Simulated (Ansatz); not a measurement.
# Na on Cu(111): change of the work function

Wanted: Δφ(θ) for Na/Cu(111), starting from the fcc site.

Calculated with Ansatz 0.2.0; plane-wave DFT, PBE, Ansatz PAW.

### 1. The structure

The cell holds 4 atoms: 4 Cu. Cell: a = 2.553 Å, b = 2.553 Å, c = 24.253 Å, α = 90.0°, β = 90.0°, γ = 60.0°. Vacuum lies along c.

### 2. The clean slab

The bare slab comes first, as the zero from which every change is counted. The two lowest layers are held at bulk places and the upper ones relax. The dipole correction removes the false field that a one-sided slab makes across the periodic vacuum, so each face gets a flat vacuum level of its own.

The input, input.yaml:

```yaml
crystal:
  lattice:
    - [2.5526554801, 0.0, 0.0]
    - [1.27632774, 2.2106644929, 0.0]
    - [0.0, 0.0, 24.2527034153]
  atoms:
    - { symbol: Cu, position: [0.0, 0.0, 0.3710926508] }
    - { symbol: Cu, position: [0.3333333333, 0.3333333333, 0.4570308836] }
    - { symbol: Cu, position: [0.6666666667, 0.6666666667, 0.5429691164] }
    - { symbol: Cu, position: [0.0, 0.0, 0.6289073492] }
kpoints:
  mp_grid: { grid: [12, 12, 1] }
hamiltonian:
  xc: pbe
scf:
  occupations: { method: fermi_dirac, width: 0.1 }
  convergence: { dr2_threshold: 1.0e-08 }
efield:
  axis: 3
  dipole_correction: true
  ramp_position: 0.97
  ramp_width: 0.06
relax:
  f_tol: 0.02
  max_steps: 60
  constraints: [{ sites: [0, 1] }]
output:
  write_potential: true
  write_density: true
  volumetric_format: npy
```

Run with:

```
$ ansatz run input.yaml --threads 4 --pin off --max-ram 16384MiB --backend cpu --events-out ev --progress --plain --runs-dir out
```

Standard output:

```text
Engine: ansatz 0.2.0, aarch64-unknown-linux-gnu
Pseudopotentials: kind: paw
Pseudopotential: Cu, paw, valence charge 19, recommended cutoff 420 eV (normal), Cu.paw.azcp
Functional definition: PBE
  parameter kappa = 0.804
  parameter beta = 0.066725
  exchange = pbe_x(kappa = kappa, mu = beta*pi^2/3)
  correlation = pbe_c(beta = beta)
Crystal: 4 atoms, lattice volume = 136.860 Å³
Basis set: ecut = 420 eV, 2739 PW (Γ), exchange–correlation on 36×36×360 points (8 copies of the dense FFT grid, shifted against one another)
Bands: 46, of which v1, the nominal top of the filled ones, is band 38 counted from 1 (37 counted from 0)
Symmetry: 6 space group operations
k-points: 19 of 144 (time reversal used)
Non-local potential: Cu, projectors of the file, l = 0: 3, l = 1: 2, l = 2: 3, l = 3: 1
PAW form: soft (Blöchl's): semilocal exchange-correlation on the pseudo side does not see the compensation charge
PAW one-centre angular grid: Cu, 590 points (default); XC on 64 Gauss nodes
Initial density: superposition of atomic densities (neutral atoms: chi_scale 0, normalization atom), corrected by the library's trained network
Initial wavefunctions: pseudopotential atomic-orbital guess
Functional: x = pbe(κ = 0.804, μ = 0.219515), c = pbe(β = 0.066725)
SCF iter   1: F=—  HF=-26499.782585 eV  |F-HF|=—  |Δ(HF+E_count)|=         —  Δρ=1.47e-3  dr2=6.66e-3  ethr=1.77e-3  p=0.000 e·Å  D=5.28e-14 V/Å  ΔV_dip=-0.00 eV  dr2_dipole=2.85e-8  V_vac-E_F(+/−)=4.73/4.73 eV  ⟨swp⟩=8.5  Hψ=3842  notcnv=0  defer=14
efield: sawtooth ramp at fractional position 0.9700 (set: `efield.ramp_position`, or a place that a band, a saddle search or an elastic batch's reference lends), width 0.0600; the density the first Hamiltonian is built on has a dipole p = 0.000 e·Å; the dipole correction subtracts the counter field D = 5.28e-14 V/Å, which shifts the + side's vacuum level by -0.00 eV against the − side's; the planar-averaged density in the ramp window peaks in size at 4.1e-5 e/Å³
preconditioner: auto → LDOS  [insulator: Δε(μ)=0.354 eV  Ē_g=8.430 eV  σ=0.100 eV  W_gap=0.62  n_scr=18 (ndim 8)  ℏωp=21.1 eV  f_vac=0.614  D(μ)=1.13/eV (n_scr^D=8)  ε∞_Penn≈7.2  β→1.0]
SCF iter   2: F=—  HF=-26499.789730 eV  |F-HF|=—  |Δ(HF+E_count)|=   7.15e-3  Δρ=2.64e-3  dr2=1.12e-2  ethr=8.77e-6  p=0.000 e·Å  D=7.48e-6 V/Å  ΔV_dip=-0.00 eV  dr2_dipole=6.78e-8  V_vac-E_F(+/−)=4.82/4.82 eV  ⟨swp⟩=2.9  Hψ=2151  notcnv=0  defer=27
SCF iter   3: F=—  HF=-26499.788157 eV  |F-HF|=—  |Δ(HF+E_count)|=   1.57e-3  Δρ=2.15e-3  dr2=3.58e-3  ethr=8.77e-6  p=-0.000 e·Å  D=-6.60e-6 V/Å  ΔV_dip=0.00 eV  dr2_dipole=3.87e-9  V_vac-E_F(+/−)=4.78/4.78 eV  ⟨swp⟩=2.0  Hψ=1532  notcnv=0  defer=27
SCF iter   4: F=—  HF=-26499.787332 eV  |F-HF|=—  |Δ(HF+E_count)|=   8.24e-4  Δρ=2.43e-4  dr2=1.31e-4  ethr=4.72e-6  p=-0.000 e·Å  D=-1.36e-6 V/Å  ΔV_dip=0.00 eV  dr2_dipole=1.44e-9  V_vac-E_F(+/−)=4.77/4.77 eV  ⟨swp⟩=2.0  Hψ=1282  notcnv=0  defer=27
SCF iter   5: F=—  HF=-26499.787315 eV  |F-HF|=—  |Δ(HF+E_count)|=   1.71e-5  Δρ=1.75e-4  dr2=3.18e-5  ethr=1.73e-7  p=-0.000 e·Å  D=-7.63e-8 V/Å  ΔV_dip=0.00 eV  dr2_dipole=4.91e-13  V_vac-E_F(+/−)=4.78/4.78 eV  ⟨swp⟩=2.1  Hψ=1339  notcnv=0  defer=27
SCF iter   6: F=—  HF=-26499.787332 eV  |F-HF|=—  |Δ(HF+E_count)|=   1.71e-5  Δρ=1.60e-4  dr2=2.49e-5  ethr=4.18e-8  p=0.000 e·Å  D=1.03e-7 V/Å  ΔV_dip=-0.00 eV  dr2_dipole=2.58e-12  V_vac-E_F(+/−)=4.78/4.78 eV  ⟨swp⟩=2.3  Hψ=1426  notcnv=0  defer=27
SCF iter   7: F=—  HF=-26499.787333 eV  |F-HF|=—  |Δ(HF+E_count)|=   5.61e-7  Δρ=5.82e-5  dr2=3.29e-6  ethr=3.27e-8  p=0.000 e·Å  D=6.31e-8 V/Å  ΔV_dip=-0.00 eV  dr2_dipole=1.99e-12  V_vac-E_F(+/−)=4.78/4.78 eV  ⟨swp⟩=2.3  Hψ=1131  notcnv=0  defer=27
SCF iter   8: F=—  HF=-26499.787328 eV  |F-HF|=—  |Δ(HF+E_count)|=   4.62e-6  Δρ=1.25e-5  dr2=1.97e-7  ethr=4.33e-9  p=-0.000 e·Å  D=-1.65e-8 V/Å  ΔV_dip=0.00 eV  dr2_dipole=1.97e-13  V_vac-E_F(+/−)=4.78/4.78 eV  ⟨swp⟩=2.1  Hψ=1227  notcnv=0  defer=27
SCF iter   9: F=-26499.787329 eV  HF=-26499.787329 eV  |F-HF|=4.40e-9  |Δ(HF+E_count)|=   1.91e-7  Δρ=2.14e-6  dr2=4.91e-9  ethr=1.32e-11  p=0.000 e·Å  D=1.41e-7 V/Å  ΔV_dip=-0.00 eV  dr2_dipole=3.27e-12  V_vac-E_F(+/−)=4.79/4.79 eV  ⟨swp⟩=8.3  Hψ=6785  notcnv=0
SCF 1 converged in 9 iterations: F = -26499.787329 eV  dr2 = 4.91e-9
  greatest PAW one-centre occupation: 1.000 electrons in one spin orbital (limit 2), on the Cu atom at site 3 (counted from 0), in its partial waves of l = 0
relax step   1: F+E_penalty+E_count = -26499.78732861 eV  Δ(F+E_penalty+E_count) = +0.000e0 eV  max|allowed force component| = 1.263e-2 eV/Å  Δτ_max = 0.0000 Å  (9 SCF iters, accepted)
NSCF: frozen V_eff on 19 k-points
the band table was solved once a step of the walk had ended and its energy, with any forces and stress, was formed, with the checks that follow a solve (4566 applications of the Hamiltonian). They found nothing against the state; the energy, forces and stress were not computed again (output.eigenvalues in the input reference)
WARN: The input density's exchange-correlation potential varies sharply where the density is thin. Do not read a vacuum level from v_tot or v_xc, or from such a field of the output density. On a cell that repeats whose density bears no net charge and no dipole along the vacuum's axis use v_es (v_loc + v_h of the components); under efield.dipole_correction with no amplitude use v_es + v_field, which holds any external [...]
SCF converged after 9 iterations
Free energy (F): -26499.787329 eV
Harris-Foulkes:  -26499.787329 eV  (|F-HF|=4.40e-9)
Internal energy: -26499.748950 eV  (E = F + TS)
E sigma→0 (E₀):  -26499.768139 eV
Entropy (-TS):   -0.038378 eV (-9.595 meV/atom)
Fermi energy:    2.702448 eV
Dipole field:    D = -0.000003 V/Å  (p = -0.000002 e·Å, saw-weighted, corrected)
Work function:   Φ+ = 4.7859 eV   Φ− = 4.7858 eV
Levels:          The Fermi level and band energies are counted from a zero that moves with the ramp; work functions are not
--- Per-component energies (eV) ---
  E_band       = -2495.104472
  E_kinetic    = 1198.592197
  E_local      = -181627.940557  (includes V_loc(G=0)·N_el)
  E_nonlocal   = 1563.718188
  E_hartree    = 89322.477451
  E_xc         = -355.976174
  E_vxc        = -459.154348  (∫ρ·V_xc dr)
  E_paw        = -6655.772125  (= ΣΔE_a)
  E_vpaw       = -1815.295425  (= ΣTr[D̂ρ^β])
  E_aug_tail   = 0.001085  (compensation charges beyond the density's cutoff)
  E_efield     = 0.000000  (sawtooth field / dipole correction)
  E_vefield    = 0.000000  (∫n·V_field dr)
  E_ewald      = 70055.150985
  E_smearing   = -0.038378  (= −TS)
  E_closure    = -0.000000  (closes the sum)
  Σ components = -26499.787329   (vs F -26499.787329, Δ=0.00e0)
--- Forces (eV/Å), atoms counted from 1 ---
  atom   1  Cu     0.00000000     0.00000000     0.01262860
  atom   2  Cu     0.00000000     0.00000000     0.00864278
  atom   3  Cu    -0.00000000     0.00000000    -0.00864300
  atom   4  Cu    -0.00000000    -0.00000000    -0.01263042
  max |Σ_I F_I| component: 2.04e-6 eV/Å
--- Band table (eV; the first three rows and the last of 19) ---
  k-point 0: bands = [... 34 lower, 0.7015, 0.9883, 0.9883, 1.1278, 1.1278, 1.4792, 2.4508, 6.9317, ... 4 higher]
  k-point 1: bands = [... 34 lower, 0.7069, 0.7722, 0.9591, 0.9858, 1.1309, 1.9111, 3.0010, 7.1104, ... 4 higher]
  k-point 2: bands = [... 34 lower, 0.6428, 0.7099, 0.9780, 1.1384, 1.2113, 2.6414, 4.1277, 7.6456, ... 4 higher]
  k-point 18: bands = [... 34 lower, 1.0442, 1.0505, 6.1270, 6.3749, 6.3749, 7.1516, 7.1516, 7.9011, ... 4 higher]
--- Relaxed structure (1 steps of the walk, 1 accepted, 0 SCFs on fresh bases) ---
  F+E_penalty+E_count = -26499.78732861 eV   max|allowed force component| = 1.263e-2 eV/Å
  atoms:
    - { symbol: Cu, position: [0.0, 0.0, 0.3710926508] }
    - { symbol: Cu, position: [0.333333, 0.333333, 0.4570308836] }
    - { symbol: Cu, position: [0.666667, 0.666667, 0.5429691164] }
    - { symbol: Cu, position: [0.0, 0.0, 0.6289073492] }
```

Elapsed: 4.8 s, on 4 threads of Arm Neoverse V1, shared host; peak memory 0.47 GiB.

No atom moved by 0.005 Å in the relaxation.

This step gave:

```
energy at zero smearing   : -26499.7681 eV
work function, upper face : 4.786 eV
dipole along the normal   : -2.12e-6 e·Å
```

Running mean over 2.084 Å of the planar mean; the ramp of the sawtooth is left out. Electron's electrostatic potential energy less the Fermi level against z:

```tsv
z (Å)	electron's electrostatic potential energy less the Fermi level (eV)
3	4.79
4	4.79
5	4.78
6	4.73
7	4.11
8	-2.75
9	-8.54
10	-8.78
11	-8.83
12	-8.81
13	-8.82
14	-8.79
15	-8.69
16	-5.25
17	3.41
18	4.68
19	4.78
20	4.79
21	4.79
```

The work function of the upper face is 4.79 eV.

(Part 1 of 3 ends here.)

[Long decimals in the printed logs are rounded to 6 places.]

[Logs are printed without paths, hosts, clocks, repeated set-up lines and the standing remarks that a program may print on its own settings, such as how far it seeks lower states.]

[Hosts, paths, dates, database ids (printed as entryN), source tags and the programs' standing remarks are cut or masked in the printed files.]

[Maps of the electrostatic potential energy from Ansatz leave out the sawtooth potential of an applied field or a dipole correction, so their vacuum need not be flat; planar profiles and work functions include it.]
